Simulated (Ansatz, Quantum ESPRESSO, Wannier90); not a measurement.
# armchair graphene ribbon, 9 dimer lines: Wannier functions and conductance, part 3 of 6

Wanted: localised orbitals and the quantum conductance of this wire: armchair graphene ribbon, 9 dimer lines.

Quantum ESPRESSO 7.5 and Wannier90 3.1.0; plane-wave DFT, PBE, GBRV ultrasoft pseudopotentials; cross-check by Ansatz 0.2.0 with PAW datasets.

So far. Step 2 (Self-consistent run): The run needed 17 iterations to bring the estimated error under 1e-07 Ry; the largest force on any atom, held or free, is 2.10 eV/Å.

## 4. Neighbour list from wannier90 -pp

Level of this step: maximally localised Wannier functions and ballistic conductance; plane-wave DFT, PBE, GBRV ultrasoft pseudopotentials (Wannier90).

The .win file sets projections and windows: states in the frozen window are kept exactly, the outer window gives room to disentangle.

Contents of wan.win:

```
num_wann = 18
num_bands = 62
num_iter = 200
num_print_cycles = 20
conv_tol = 1e-8
conv_window = 5
guiding_centres = true
dis_num_iter = 1500
dis_conv_tol = 1e-8
dis_win_min = -10.5315
dis_win_max = 10.4685
dis_froz_max = -0.7315
dis_froz_min = -3.5315
search_shells = 120
fermi_energy = -1.5315

transport = true
transport_mode = bulk
one_dim_axis = z
dist_cutoff = 16.94
dist_cutoff_mode = one_dim
tran_win_min = -4.0
tran_win_max = 2.0
tran_energy_step = 0.02

bands_plot = true
bands_num_points = 96
begin kpoint_path
G 0.0 0.0 0.0 Z 0.0 0.0 0.5
end kpoint_path

begin projections
C:py
end projections

begin unit_cell_cart
ang
  19.7259839672 0.0000000000 0.0000000000
  0.0000000000 9.0000000000 0.0000000000
  0.0000000000 0.0000000000 4.2600000000
end unit_cell_cart

begin atoms_frac
  C  -0.1870258150 0.0000000000 0.0000000000
  C  -0.0623419380 0.0000000000 0.0000000000
  C  0.0623419380 0.0000000000 0.0000000000
  C  0.1870258150 0.0000000000 0.0000000000
  H  -0.2972217760 0.0000000000 0.0387323944
  H  0.2972217760 0.0000000000 0.0387323944
  C  -0.2493677530 0.0000000000 0.1666666667
  C  -0.1246838760 0.0000000000 0.1666666667
  C  0.0000000000 0.0000000000 0.1666666667
  C  0.1246838760 0.0000000000 0.1666666667
  C  0.2493677530 0.0000000000 0.1666666667
  C  -0.2493677530 0.0000000000 0.5000000000
  C  -0.1246838760 0.0000000000 0.5000000000
  C  0.0000000000 0.0000000000 0.5000000000
  C  0.1246838760 0.0000000000 0.5000000000
  C  0.2493677530 0.0000000000 0.5000000000
  H  -0.2972217760 0.0000000000 0.6279342723
  H  0.2972217760 0.0000000000 0.6279342723
  C  -0.1870258150 0.0000000000 0.6666666667
  C  -0.0623419380 0.0000000000 0.6666666667
  C  0.0623419380 0.0000000000 0.6666666667
  C  0.1870258150 0.0000000000 0.6666666667
end atoms_frac

mp_grid = 1 1 8
begin kpoints
  0.0 0.0 0.0000000000
  0.0 0.0 0.1250000000
  0.0 0.0 0.2500000000
  0.0 0.0 0.3750000000
  0.0 0.0 0.5000000000
  0.0 0.0 0.6250000000
  0.0 0.0 0.7500000000
  0.0 0.0 0.8750000000
end kpoints
```

On the command line:

```console
$ OMP_NUM_THREADS=1 wannier90.x -pp wan > wan.pp.log
```

Log:

```text
+---------------------------------------------------+
             |                                                   |
             |                   WANNIER90                       |
             |                                                   |
             +---------------------------------------------------+
             |                                                   |
             |        Welcome to the Maximally-Localized         |
             |        Generalized Wannier Functions code         |
             |                             |
             |                                                   |
             |                                                   |
             |  Wannier90 Developer Group:                       |
             |    Giovanni Pizzi    (EPFL)                       |
             |    Valerio Vitale    (Cambridge)                  |
             |    David Vanderbilt  (Rutgers University)         |
             |    Nicola Marzari    (EPFL)                       |
             |    Ivo Souza         (Universidad del Pais Vasco) |
             |    Arash A. Mostofi  (Imperial College London)    |
             |    Jonathan R. Yates (University of Oxford)       |
             |                                                   |
             |  For the full list of Wannier90 3.x authors,      |
             |  please check the code documentation and the      |
             |  README on the GitHub page of the code            |
             |                                                   |
             |                                                   |
             |  Please cite                                      |
             |                                                   |
             |  [ref] "Wannier90 as a community code:            |
             |        new features and applications",            |
             |        G. Pizzi et al., J. Phys. Cond. Matt. 32,  |
             |        165902 (2020).                             |
             |            |
             |                                                   |
             |  in any publications arising from the use of      |
             |  this code. For the method please cite            |
             |                                                   |
             |  [ref] "Maximally Localized Generalised Wannier   |
             |         Functions for Composite Energy Bands"     |
             |         N. Marzari and D. Vanderbilt              |
             |         Phys. Rev. B 56 12847 (1997)              |
             |                                                   |
             |  [ref] "Maximally Localized Wannier Functions     |
             |         for Entangled Energy Bands"               |
             |         I. Souza, N. Marzari and D. Vanderbilt    |
             |         Phys. Rev. B 65 035109 (2001)             |
             |                                                   |
             |                                                   |
             | Copyright (c) 1996-2020                           |
             |        The Wannier90 Developer Group and          |
             |        individual contributors                    |
             |                                                   |
             |      Release: 3.1.0        5th March    2020      |
             |                                                   |
             | This program is free software; you can            |
             | redistribute it and/or modify it under the terms  |
             | of the GNU General Public License as published by |
             | the Free Software Foundation; either version 2 of |
             | the License, or (at your option) any later version|
             |                                                   |
             | This program is distributed in the hope that it   |
             | will be useful, but WITHOUT ANY WARRANTY; without |
             | even the implied warranty of MERCHANTABILITY or   |
             | FITNESS FOR A PARTICULAR PURPOSE. See the GNU     |
             | General Public License for more details.          |
             |                                                   |
             | You should have received a copy of the GNU General|
             | Public License along with this program; if not,   |
             | write to the Free Software Foundation, Inc.,      |
             | 675 Mass Ave, Cambridge, MA 02139, USA.           |
             |                                                   |
             +---------------------------------------------------+
[date or host left out]
             +---------------------------------------------------+

 ******************************************************************************
 * -> Using CODATA 2006 constant values                                       *
 *    (                      *
 * -> Using Bohr value from CODATA                                            *
 ******************************************************************************

 Running in serial (with parallel executable)

                                    ------
                                    SYSTEM
                                    ------

                              Lattice Vectors (Ang)
                    a_1    19.725984   0.000000   0.000000
                    a_2     0.000000   9.000000   0.000000
                    a_3     0.000000   0.000000   4.260000

                   Unit Cell Volume:     756.29423  (Ang^3)

                        Reciprocal-Space Vectors (Ang^-1)
                    b_1     0.318523   0.000000   0.000000
                    b_2     0.000000   0.698132   0.000000
                    b_3     0.000000   0.000000   1.474926

 *----------------------------------------------------------------------------*
 |   Site       Fractional Coordinate          Cartesian Coordinate (Ang)     |
 +----------------------------------------------------------------------------+
 | C    1  -0.18703   0.00000   0.00000   |   -3.68927   0.00000   0.00000    |
 | C    2  -0.06234   0.00000   0.00000   |   -1.22976   0.00000   0.00000    |
 | C    3   0.06234   0.00000   0.00000   |    1.22976   0.00000   0.00000    |
 | C    4   0.18703   0.00000   0.00000   |    3.68927   0.00000   0.00000    |
 | C    5  -0.24937   0.00000   0.16667   |   -4.91902   0.00000   0.71000    |
 | C    6  -0.12468   0.00000   0.16667   |   -2.45951   0.00000   0.71000    |
 | C    7   0.00000   0.00000   0.16667   |    0.00000   0.00000   0.71000    |
[...]
*----------------------------------------------------------------------------*
 *------------------------------- DISENTANGLE --------------------------------*
 |  Using band disentanglement                :                 T             |
 |  Total number of iterations                :              1500             |
 |  Mixing ratio                              :             0.500             |
 |  Convergence tolerence                     :         1.000E-08             |
 |  Convergence window                        :                 3             |
 *----------------------------------------------------------------------------*
 *-------------------------------- PLOTTING ----------------------------------*
 |  Plotting interpolated bandstructure       :                 T             |
 |   Number of K-path sections                :                 1             |
 |   Divisions along first K-path section     :                96             |
 |   Output format                            :           gnuplot             |
 |   Output mode                              :               s-k             |
 *----------------------------------------------------------------------------*
 |   K-space path sections:                                                   |
 |    From: G       0.000  0.000  0.000     To: Z       0.000  0.000  0.500   |
 *----------------------------------------------------------------------------*
 *------------------------------- TRANSPORT ----------------------------------*
 |  Transport mode                            :              bulk             |
 |   Hamiltonian from external files          :                 F             |
 |   System extended in                       :                 z             |
 |   Centre of the unit cell to which WF are translated (fract. coords):      |
 |                                       0.000000,    0.000000,    0.000000   |
 |  Fermi energy (eV)                         :            -1.532             |
 *----------------------------------------------------------------------------*
 Time to read parameters        0.004 (sec)

 *---------------------------------- K-MESH ----------------------------------*
 +----------------------------------------------------------------------------+
 |                    Distance to Nearest-Neighbour Shells                    |
 |                    ------------------------------------                    |
 |          Shell             Distance (Ang^-1)          Multiplicity         |
 |          -----             -----------------          ------------         |
 |             1                   0.184366                      2            |
 |             2                   0.318523                      2            |
 |             3                   0.368032                      4            |
 |             4                   0.368732                      2            |
 |             5                   0.487258                      4            |
 |             6                   0.553097                      2            |
 |             7                   0.637047                      2            |
 |             8                   0.638258                      4            |
 |             9                   0.663189                      4            |
 |            10                   0.698132                      2            |
 |            11                   0.722066                      4            |
 |            12                   0.736065                      4            |
 |            13                   0.737463                      2            |
 |            14                   0.767362                      4            |
 |            15                   0.789199                      8            |
 |            16                   0.789526                      4            |
[...]
|           113                   1.777380                      4            |
 |           114                   1.777576                      8            |
 |           115                   1.780051                      8            |
 |           116                   1.781353                      4            |
 |           117                   1.790293                      8            |
 |           118                   1.800177                      4            |
 |           119                   1.809606                      8            |
 |           120                   1.813521                      4            |
 +----------------------------------------------------------------------------+
 | The b-vectors are chosen automatically                                     |
 | SVD found small singular value, Rejecting this shell and trying the next   |
 | SVD found small singular value, Rejecting this shell and trying the next   |
 | SVD found small singular value, Rejecting this shell and trying the next   |
 | SVD found small singular value, Rejecting this shell and trying the next   |
 | The following shells are used:   1,  2, 10                                 |
 +----------------------------------------------------------------------------+
 |                        Shell   # Nearest-Neighbours                        |
 |                        -----   --------------------                        |
 |                          1               2                                 |
 |                          2               2                                 |
 |                         10               2                                 |
 +----------------------------------------------------------------------------+
 | Completeness relation is fully satisfied [Eq. (B1), PRB 56, 12847 (1997)]  |
 +----------------------------------------------------------------------------+
 |                  b_k Vectors (Ang^-1) and Weights (Ang^2)                  |
 |                  ----------------------------------------                  |
 |            No.         b_k(x)      b_k(y)      b_k(z)        w_b           |
 |            ---        --------------------------------     --------        |
 |             1         0.000000    0.000000    0.184366    14.709890        |
 |             2         0.000000    0.000000   -0.184366    14.709890        |
 |             3         0.318523    0.000000    0.000000     4.928192        |
 |             4        -0.318523    0.000000    0.000000     4.928192        |
 |             5         0.000000    0.698132    0.000000     1.025877        |
 |             6         0.000000   -0.698132    0.000000     1.025877        |
 +----------------------------------------------------------------------------+
 |                           b_k Directions (Ang^-1)                          |
 |                           -----------------------                          |
 |            No.           x           y           z                         |
 |            ---        --------------------------------                     |
 |             1         0.000000    0.000000    0.184366                     |
 |             2         0.318523    0.000000    0.000000                     |
 |             3         0.000000    0.698132    0.000000                     |
 +----------------------------------------------------------------------------+

 Time to get kmesh              0.008 (sec)
 *============================================================================*
 |                              MEMORY ESTIMATE                               |
 |         Maximum RAM allocated during each phase of the calculation         |
 *============================================================================*
 |                        Disentanglement            4.22 Mb                  |
 |                            Wannierise:            0.85 Mb                  |
 |                          plot_wannier:            0.85 Mb                  |
 *----------------------------------------------------------------------------*

 Starting a new Wannier90 calculation ...

 Time to write kmesh            0.013 (sec)

 Exiting... wan.nnkp written.
```

Wall time 0.47 s (1 MPI rank of Arm Neoverse V2, shared host); peak memory 0.09 GiB.

## 5. Overlaps and projections

pw2wannier90.x computes the overlaps between neighbouring k-points and the projections.

Contents of wan.p2w.in:

```
&inputpp
  prefix = 'nscf'
  outdir = './out'
  seedname = 'wan'
  write_mmn = .true.
  write_amn = .true.
  write_unk = .false.
/
```

On the command line:

```console
$ OMP_NUM_THREADS=1 mpirun -n 4 pw2wannier90.x -in wan.p2w.in > wan.p2w.out
```

Log:

```text
[banner, memory and clock lines left out]
Program PW2WANNIER v.7.5 starts

          URL

     Reading nscf_save data

     ./out/nscf.save/

     IMPORTANT: XC functional enforced from input :
     Exchange-correlation= PBE
                           (   1   4   3   4   0   0   0)
     Any further DFT definition will be discarded
     Please, verify this is what you really want

     negative rho (up, down):  1.120E-03 0.000E+00
     Reading collected, re-writing distributed wavefunctions

      Spin CASE ( default = unpolarized )

  Wannier mode is: standalone

  -----------------
  *** Reading nnkp
  -----------------

  Checking info from wannier.nnkp file

  - Real lattice is ok
  - Reciprocal lattice is ok
  - K-points are ok
  - Number of wannier functions is ok ( 18)
  - All guiding functions are given

  Projections:
   -0.187030    0.000000    0.000000  1  3  1    1.000000
   -0.062340    0.000000    0.000000  1  3  1    1.000000
    0.062340    0.000000    0.000000  1  3  1    1.000000
    0.187030    0.000000    0.000000  1  3  1    1.000000
   -0.249370    0.000000    0.035994  1  3  1    1.000000
   -0.124680    0.000000    0.035994  1  3  1    1.000000
    0.000000    0.000000    0.035994  1  3  1    1.000000
    0.124680    0.000000    0.035994  1  3  1    1.000000
    0.249370    0.000000    0.035994  1  3  1    1.000000
   -0.249370    0.000000    0.107979  1  3  1    1.000000
   -0.124680    0.000000    0.107979  1  3  1    1.000000
    0.000000    0.000000    0.107979  1  3  1    1.000000
    0.124680    0.000000    0.107979  1  3  1    1.000000
    0.249370    0.000000    0.107979  1  3  1    1.000000
   -0.187030    0.000000    0.143973  1  3  1    1.000000
   -0.062340    0.000000    0.143973  1  3  1    1.000000
    0.062340    0.000000    0.143973  1  3  1    1.000000
    0.187030    0.000000    0.143973  1  3  1    1.000000

  Reading data about k-point neighbours

  All neighbours are found

  Opening pp-files

  *** Compute  A projections

  Number of local k points =        8
       1       2       3       4       5       6       7       8
  AMN calculated

  ---------------
  *** Compute  M
  ---------------

  Number of local k points =        8
       1       2       3       4       5       6       7       8
  MMN calculated

  *** Orbital terms are not computed

  *** SHC terms are not computed

  ----------------
  *** Write bands
  ----------------

  *** Plot info is not printed

  *** Parity info is not printed

  ------------
  *** Stop pp
  ------------

     Internal routines:
```

Wall time 10 s (4 MPI ranks); peak memory 0.31 GiB; 41 s of CPU time.

(Continued in part 4 of 6.)

[Logs are printed without paths, hosts, clocks, repeated set-up lines and the standing remarks that a program may print on its own settings, such as how far it seeks lower states.]

[Hosts, paths, dates, database ids (printed as entryN), source tags and the programs' standing remarks are cut or masked in the printed files.]

[Maps of the electrostatic potential energy from Ansatz leave out the sawtooth potential of an applied field or a dipole correction, so their vacuum need not be flat; planar profiles and work functions include it.]
